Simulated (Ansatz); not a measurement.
## Ga2O3 (C2/m): least direct gap against volume

The cell of Ga2O3 (C2/m) is scaled evenly and the response computed anew at each volume, on one mesh. The atoms keep their fractional positions.

Cell: a, b, c = 6.293, 6.293, 5.798 Å (primitive vectors), 10 atoms.

Method: Ansatz 0.2.0, PBE, independent particles, k-mesh 8×8×4 with interpolation inside its cells, Gaussian parameter 0.1 eV.

Launch of the response step: `ansatz run input.yaml --threads 4 --pin off --max-ram 8192MiB --backend cpu --events-out ev --progress --plain --runs-dir out`. The series took 11.6 min in all, on 4 threads of Arm Neoverse V2 (shared host).

| V/V₀ | V (Å³, primitive cell) | least direct gap (eV) |
| --- | --- | --- |
| 0.94 | 98.16 | ? |
| 0.96 | 100.25 | 2.826 |
| 0.98 | 102.33 | 2.637 |
| 1.00 | 104.42 | 2.455 |
| 1.02 | 106.51 | 2.279 |
| 1.04 | 108.60 | 2.109 |
| 1.06 | 110.69 | 1.945 |

For small changes the quantity should be close to linear in ln V.

Working, on the rows shown:

| x = ln(V/V₀) | y = least direct gap |
| --- | --- |
| -0.040822 | 2.826 |
| -0.0202027 | 2.637 |
| 0 | 2.455 |
| 0.0198026 | 2.279 |
| 0.0392207 | 2.109 |
| 0.0582689 | 1.945 |

Means: x̄ = 0.0093779, ȳ = 2.3752. Σ(x − x̄)(y − ȳ) = -0.0611, Σ(x − x̄)² = 0.006873. Slope = -0.0611 / 0.006873 = -8.891; intercept = ȳ − slope · x̄ = 2.4585. The line misses the rows shown by at most 0.0045 eV.

Problem. What does the fit predict for the withheld row, and how well does it do?

Solution. At x = -0.061875 the line gives y = 3.0087 eV. The run gave 3.021 eV, so the extrapolation is off by 0.012 eV, 1.1 % of the range in the table.

Between the rows on either side of x = 0 the slope is (2.279 − 2.637) / (0.019803 − (-0.020203)) = -8.949. That is a volume deformation potential of -8.9 eV: the least direct gap on this mesh widens by 89 meV for each per cent of compression. PBE gaps are as a rule too small. Spin-orbit coupling is left out.
